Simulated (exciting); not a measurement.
The C K edge of atom 5 in C3N4, space group R3m, with nearest neighbours 2 N at 1.33 Å and 1 N at 1.46 Å (site symmetry m), was computed at 2 levels: exchange and screened direct term (singlet BSE) and independent particles. Common settings: exciting, all-electron LAPW+lo, LDA, 3×3×3 shifted k points, 26 conduction bands, |G+q| up to 3 bohr⁻¹, full RPA screening with nempty = 51, Lorentzian half width 0.45 eV.

Energy from the Kohn–Sham onset, core level to the lowest empty state found on the meshes used; all runs on one relative scale:

```csv
E (eV),run 1,run 2
-6.5,0.03,0.01
-6.0,0.04,0.01
-5.5,0.05,0.01
-5.0,0.08,0.01
-4.5,0.12,0.01
-4.0,0.24,0.01
-3.5,0.58,0.02
-3.0,1.42,0.02
-2.5,0.77,0.02
-2.0,0.30,0.03
-1.5,0.17,0.04
-1.0,0.13,0.06
-0.5,0.13,0.10
0.0,0.17,0.24
0.5,0.26,0.51
1.0,0.46,0.47
1.5,0.93,0.30
2.0,0.71,0.30
2.5,0.51,0.32
3.0,0.70,0.24
3.5,0.70,0.15
4.0,0.61,0.16
4.5,0.60,0.24
5.0,0.49,0.49
5.5,0.46,0.73
6.0,0.44,0.61
6.5,0.37,0.49
7.0,0.38,0.43
7.5,0.41,0.48
8.0,0.42,0.49
8.5,0.52,0.49
9.0,0.53,0.41
9.5,0.44,0.39
10.0,0.37,0.46
10.5,0.27,0.43
11.0,0.23,0.44
11.5,0.21,0.50
12.0,0.21,0.56
12.5,0.21,0.51
13.0,0.22,0.43
13.5,0.24,0.38
14.0,0.23,0.38
14.5,0.25,0.38
15.0,0.27,0.36
15.5,0.30,0.36
16.0,0.24,0.39
16.5,0.17,0.32
17.0,0.16,0.30
17.5,0.14,0.39
```

Q: Which run is which, and why?

Run 1: exchange and screened direct term (singlet BSE); highest local maximum in the window at -3.0 eV. Run 2: independent particles; highest local maximum in the window at 5.5 eV. The attractive direct term pulls weight down: the curves pass 0.22 at -4.0 and 0.0 eV in the order of the runs. Fine structure above the first lines is partly noise of the 27-point mesh.

[Banner, clock and machine lines of the logs are left out without a mark of their own.]

[Logs are printed without paths, hosts, clocks, repeated set-up lines and the standing remarks that a program may print on its own settings, such as how far it seeks lower states.]

[Hosts, paths, dates, database ids (printed as entryN), source tags and the programs' standing remarks are cut or masked in the printed files.]
